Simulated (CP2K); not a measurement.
Two runs for the S L₂,₃ edge of dimethyl sulfide. Run A: CP2K XAS_TDP, all-electron GAPW, PBEh(45%), aug-cc-pVDZ, TDA, ZORA, spin–orbit coupling. Run B differs in one setting.

First lines with a strength over 0.0003. A:

| atom | energy (eV) | states | strength, one atom |
| --- | --- | --- | --- |
| S2 (bonded to 2 C) | 163.62 | 1 | 0.0015 |
|  | 163.88 | 1 | 0.0016 |
|  | 164.62 | 1 | 0.0004 |
|  | 164.70 | 2 | 0.0034 |
|  | 164.82 | 1 | 0.0052 |

B:

| atom | energy (eV) | states | strength, one atom |
| --- | --- | --- | --- |
| S2 (bonded to 2 C) | 167.06 | 1 | 0.0015 |
|  | 167.31 | 1 | 0.0017 |
|  | 168.07 | 2 | 0.0003 |
|  | 168.13 | 2 | 0.0024 |
|  | 168.25 | 1 | 0.0058 |

Which was it: the basis, the functional, GW2X switched on?

GW2X switched on. GW2X shifts the lines nearly together; each 2p level gets its own shift. The lowest line over the strength cut lies at 167.06 eV, against 163.62 eV (PBEh(45%), aug-cc-pVDZ).

[Hosts, paths, dates, database ids (printed as entryN), source tags and the programs' standing remarks are cut or masked in the printed files.]
